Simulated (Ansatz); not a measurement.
# AlIn (built on the sites of a database entry of ScBi): a soft mode frozen in, part 3 of 3

Aim: this structure of AlIn (built on the sites of a database entry of ScBi) is to be tested for unstable modes, and one is followed downhill.

Ansatz 0.2.0; DFT PBEsol, scalar-relativistic, plane waves, PAW.

So far. Step 4 (The mode frozen in, largest atomic shift 0.6 Å): The run ends at a pressure of -1.32 GPa, with forces up to 0.36 eV/Å. Step 5 (Energy along the mode, all amplitudes (two of the runs …): The lowest of the steps tried is the last one, at 0.6 Å, 44.3 meV/atom below the parent; the bottom of the well need not coincide with a step.

The structure was built from a prototype and need not be the compound's stable phase.

## Step 7: The new phase in its own primitive cell

The relaxed structure is symmetrised, reduced to its primitive cell and relaxed tightly, as its phonons need.

System of this step: AlIn (built on the sites of a database entry of ScBi). The structure is tetragonal, space group P4/nmm (No. 129). The conventional cell has a = 3.198 Å, b = 3.198 Å, c = 8.225 Å, α = 90.00°, β = 90.00°, γ = 90.00°. Al has 4 Al at 2.79 Å and 4 In at 3.06 Å nearest. Nearest to In lie 4 Al at 3.06 Å and 8 In at 3.20 to 3.34 Å. Farther neighbours are not listed.

Contents of input.yaml:

```yaml
crystal:
  lattice:
    - [3.1977259507, 0.0, 0.0]
    - [0.0, 3.1977259507, 0.0]
    - [0.0, 0.0, 8.22470265]
  atoms:
    - { symbol: Al, position: [0.0, 0.5, 0.5991097097] }
    - { symbol: Al, position: [0.5, 0.0, 0.4008902903] }
    - { symbol: In, position: [0.5, 0.0, 0.8506539324] }
    - { symbol: In, position: [0.0, 0.5, 0.1493460676] }
kpoints:
  mp_grid: { grid: [14, 14, 6] }
hamiltonian:
  xc: pbesol
scf:
  occupations: { method: methfessel_paxton, width: 0.2 }
output:
  forces: true
  stress: true
  eigenvalues: true
relax:
  adjacent_minimum: "off"
  f_tol: 0.001
  max_steps: 60
  cell: { stress_tol: 0.01 }
```

The run is started by

```sh
$ ansatz run input.yaml --threads 4 --pin off --max-ram 7168MiB --backend cpu --events-out ev --progress --plain --runs-dir out
```

Numbers of over 12 decimals in the logs are rounded to 6 here.

The log of the run:

```text
[...]
Crystal: 4 atoms, lattice volume = 84.101 Å³
Basis set: ecut = 420 eV, 1659 PW (Γ), exchange–correlation on 48×48×120 points (8 copies of the dense FFT grid, shifted against one another)
Bands: 20, of which v1, the nominal top of the filled ones, is band 16 counted from 1 (15 counted from 0)
Symmetry: 16 space group operations
[...]
k-points: 144 of 1176
[...]
--- Relaxed structure (7 steps of the walk, 7 accepted, 2 SCFs on fresh bases) ---
[...]
cell:  # Å, volume = 84.1122 Å³
    - [3.160479, 0, 0.0]
    - [0, 3.160479, 0.0]
    - [0.0, 0.0, 8.420798]
  atoms:
    - { symbol: Al, position: [0, 0.500000, 0.599740] }
    - { symbol: Al, position: [0.500000, 0, 0.400260] }
    - { symbol: In, position: [0.500000, 0, 0.851633] }
    - { symbol: In, position: [0, 0.500000, 0.148367] }
[key lines of the parts left out:]
SCF converged after 5 iterations
Free energy (F): -12099.514995 eV
Fermi energy:    9.515573 eV
P = ⅓ Tr σ = -0.0004 GPa (-0.004 kbar)
```

Wall time 21 s (4 threads of Intel Xeon 6975P-C (Granite Rapids), shared host); peak memory 0.66 GiB.

The steps of the relaxation:

```csv
step,energy less that of the first step (eV),largest force component (eV/Å),pressure (GPa),volume (Å³)
1,0.0000,0.0466,0.18,84.10
2,-0.0106,0.0139,0.01,84.11
3,-0.0111,0.0303,-0.07,84.23
4,-0.0119,0.0107,0.01,84.08
5,-0.0120,0.0042,-0.04,84.19
6,-0.0120,0.0006,0.01,84.10
7*,-0.0121,0.0007,0.01,84.10
8,-0.0121,0.0001,0.00,84.11
9*,-0.0121,0.0001,0.00,84.11
```

Relaxation steps marked * repeat the geometry before them on a plane-wave basis chosen anew for their cell, so energy and pressure can jump there.

The run keeps the 16 symmetry operations that it works with, so distortions that break them were not tested.

```csv
"conventional cell, symmetrised",before,after,change
a (Å),3.198,3.160,-1.2 %
b (Å),3.198,3.160,-1.2 %
c (Å),8.225,8.421,+2.4 %
volume (Å³/atom),21.03,21.03,+0.0 %
```

The relaxed structure:

```xyz
4
Lattice="3.1605 0.0000 0.0000 0.0000 3.1605 0.0000 0.0000 0.0000 8.4208" Properties=species:S:1:pos:R:3 pbc="T T T"
Al    0.0000    1.5802    5.0503
Al    1.5802    0.0000    3.3705
In    1.5802    0.0000    7.1714
In    0.0000    1.5802    1.2494
```

Numbers from this step:

```yaml
pressure: -4.50e-4 GPa
```

The largest force component left is 0.099 meV/Å and the pressure is 0.000 GPa, within the tolerances set. The cell now holds 21.03 Å³/atom.

## Step 8: Modes of the new phase, k-mesh 14×14×6

A relaxed structure may still be a saddle point, so its zone-centre modes are computed. No field response is asked, since the mesh shows no gap.

input.yaml, the sections that differ from step 7:

```yaml
crystal:
  lattice:
    - [3.1604792028, 0.0, 0.0]
    - [0.0, 3.1604792028, 0.0]
    - [0.0, 0.0, 8.4207975674]
  atoms:
    - { symbol: Al, position: [0.0, 0.5, 0.5997399676] }
    - { symbol: Al, position: [0.5, 0.0, 0.4002600324] }
    - { symbol: In, position: [0.5, 0.0, 0.8516330108] }
    - { symbol: In, position: [0.0, 0.5, 0.1483669892] }
output:
  eigenvalues: true
phonons:
  method: dfpt
# kpoints, hamiltonian, scf: as in step 7
# relax: removed
```

The log of the run:

```text
zone centre: on kpoints.mp_grid the ground state, and the responses unless they are solved on pairs of k-points, stand on 256 of the mesh's 1176 k-points, reduced under 4 symmetry operations, with k and −k counted as one. Each operation leaves every solved displacement unchanged or reverses it
[...]
Crystal: 4 atoms, lattice volume = 84.112 Å³
Basis set: ecut = 420 eV, 1653 PW (Γ), exchange–correlation on 48×48×120 points (8 copies of the dense FFT grid, shifted against one another)
Bands: 20, of which v1, the nominal top of the filled ones, is band 16 counted from 1 (15 counted from 0)
Symmetry: 16 space group operations
k-points: 256 of 1176 (irreducible under 4 space group operations, time reversal used)
[...]
SCF iter   1: F=—  HF=-12099.521083 eV  |F-HF|=—  |Δ(HF+E_count)|=         —  Δρ=2.54e-3  dr2=1.23e-2  ethr=1.77e-3  ⟨swp⟩=6.9  Hψ=57957  notcnv=0  defer=6
[...]
SCF iter  10: F=-12099.514995 eV  HF=-12099.514995 eV  |F-HF|=7.28e-12  |Δ(HF+E_count)|=  1.27e-11  S|Δr|=    0.00e0  Δρ=1.90e-8  dr2=5.12e-13  ethr=1.00e-12  ⟨swp⟩=9.2  Hψ=30843  notcnv=0
SCF 1 converged in 10 iterations: F = -12099.514995 eV  dr2 = 5.12e-13
[...]
DFPT response loops at Γ: preconditioner auto → Kerker (q_TF=auto, 2.322 Å⁻¹) (partly filled bands, converged f_vac=0.000); β = 1.00, the filter's whole step (`scf.mixing.beta` (0.50) is not read by the response loops under this deck's `scf.mixing.preconditioner`; to damp them name `kerker` or `kerker_dos`, under which they read `scf.mixing.beta`, and type it under 1.00, their step now; both keys bind the ground state too); Broyden in place of MSR1
SCF converged after 10 iterations
[...]
Free energy (F): -12099.514995 eV
[...]
Internal energy: -12099.518466 eV  (E = F + TS)
E sigma→0 (E₀):  -12099.515863 eV
Entropy (-TS):   0.003471 eV (0.868 meV/atom)
Fermi energy:    9.515573 eV
[...]
--- Band table (eV; the first three rows and the last of 256) ---
  k-point 0: bands = [... 12 lower, 1.4437, 7.5258, 8.5464, 13.0800, 13.0800, 14.2126, 15.7448, 15.7448, ... 4 higher]
  k-point 1: bands = [... 12 lower, 2.1682, 6.5699, 9.6022, 13.1164, 13.1164, 14.2131, 15.2098, 15.2098, ... 4 higher]
  k-point 2: bands = [... 12 lower, 3.0720, 5.3551, 11.1114, 13.2015, 13.2015, 14.2142, 14.5043, 14.7698, ... 4 higher]
  k-point 255: bands = [... 12 lower, 7.2285, 7.2285, 7.6026, 7.6026, 8.4282, 8.4282, 11.0055, 11.0055, ... 4 higher]
--- Phonons (Γ-DFPT): 4 representative perturbations + reference, on 256 of 1176 k-points (Σ response iterations 12) ---
  k mesh reduced under 4 symmetry operations, with k and −k counted as one. Each operation leaves every solved displacement unchanged or reverses it
  ASR residual: 1.858e-5 → 0.000e0 eV/Å²; symmetrization residual: 3.431e-6 eV/Å²
  ASR residual per site (eV/Å²): 1.03e-5 1.03e-5 1.86e-5 1.86e-5
  Γ frequencies (cm⁻¹): 0.00 0.00 0.00 33.00 33.00 70.17 70.17 102.42 147.09 201.11 201.11 268.00
  non-analytic LO–TO correction: not included (Born effective charges unavailable; polar crystals: no LO–TO splitting at Γ)
```

It took 33 s on 4 threads; peak memory 2 GiB.

Numbers from this step:

| Property | Result |
| --- | --- |
| sum-rule residual before enforcement | 1.86e-5 eV/Å² |
| point group | 4/mmm |
| highest optical mode at the zone centre (no LO-TO term) | 268 cm⁻¹ |
| lowest optical zone-centre mode | 33 cm⁻¹ |

Patterns of degenerate modes are one choice out of their space. The modes at Γ (shares of kinetic energy by element, %):

```csv
mode,frequency (cm⁻¹),symmetry,Al %,In %
1,0.0,acoustic,19,81
2,0.0,acoustic,19,81
3,0.0,acoustic,19,81
4,33.0,Eg,0,100
5,33.0,Eg,0,100
6,70.2,Eu,81,19
7,70.2,Eu,81,19
8,102.4,A1g,1,99
9,147.1,A2u,81,19
10,201.1,Eg,100,0
11,201.1,Eg,100,0
12,268.0,A1g,99,1
```

Displacements in mode 5 (33.0 cm⁻¹), the largest set to 1:
```
Al1 -0.02  0.14  0.00
Al2  0.02 -0.14  0.00
In3 -0.16  1.00  0.00
In4  0.16 -1.00  0.00
```

Displacements in mode 12 (268.0 cm⁻¹), the largest set to 1:
```
Al1  0.00  0.00  1.00
Al2  0.00  0.00 -1.00
In3  0.00  0.00 -0.05
In4  0.00  0.00  0.05
```

Before it was imposed, the acoustic sum rule was missed by 1.9e-5 eV/Å². Small misses are needed for a sound result but don't prove that mesh and cutoff are converged. The lowest optical mode is real, 33.0 cm⁻¹.

## Step 9: Summary of results

| Property | Result |
| --- | --- |
| unstable mode of the parent | q = (0.25, -0.5, -0.25), 55i cm⁻¹ |
| depth at the lowest point sampled | 44.3 meV/atom |
| largest atomic shift at that point | 0.6 Å |
| space group reached (within 0.01 Å) | P4/nmm |
| energy gained over the parent (first relaxation, on the mesh of the frozen mode) | 185 meV/atom |
| volume per atom, phase reached | 21.0 Å³ |
| lowest optical zone-centre mode, phase reached | 33.0 cm⁻¹ |
| highest optical mode at the zone centre (no LO-TO term), phase reached | 268 cm⁻¹ |

**Reading.** From this start the structure relaxes into P4/nmm, 185 meV/atom below the parent. At the parent's cell the well is 44.25 meV/atom deep on the steps tried, with its lowest point at a shift of 0.6 Å. That is the last step tried, so the steps alone don't bracket the bottom of the well. Relaxing atoms and cell changes the gain by +140.74 meV/atom against the lowest step (energies at zero smearing). Most of the total comes from this relaxation. The frozen pattern makes up only 0 % of the final shifts of the atoms, so other modes or strain give most of the change. The new phase has no imaginary mode at the zone centre of its cell; other wavevectors were not checked. Of the 4 patterns followed to their end from this parent, this one ends 8.44 meV/atom above the lowest, P4/nmm. Each path keeps the symmetry of its pattern, so a lower phase may lie along a pattern not tried. With no gap, or one that is small against the smearing, the frequencies hang on the k mesh and the smearing, most of all near Kohn anomalies. The starting cell was built on a prototype and not taken from a measurement, so the phase need not exist.

[Logs are printed without paths, hosts, clocks, repeated set-up lines and the standing remarks that a program may print on its own settings, such as how far it seeks lower states.]

[Hosts, paths, dates, database ids (printed as entryN), source tags and the programs' standing remarks are cut or masked in the printed files.]
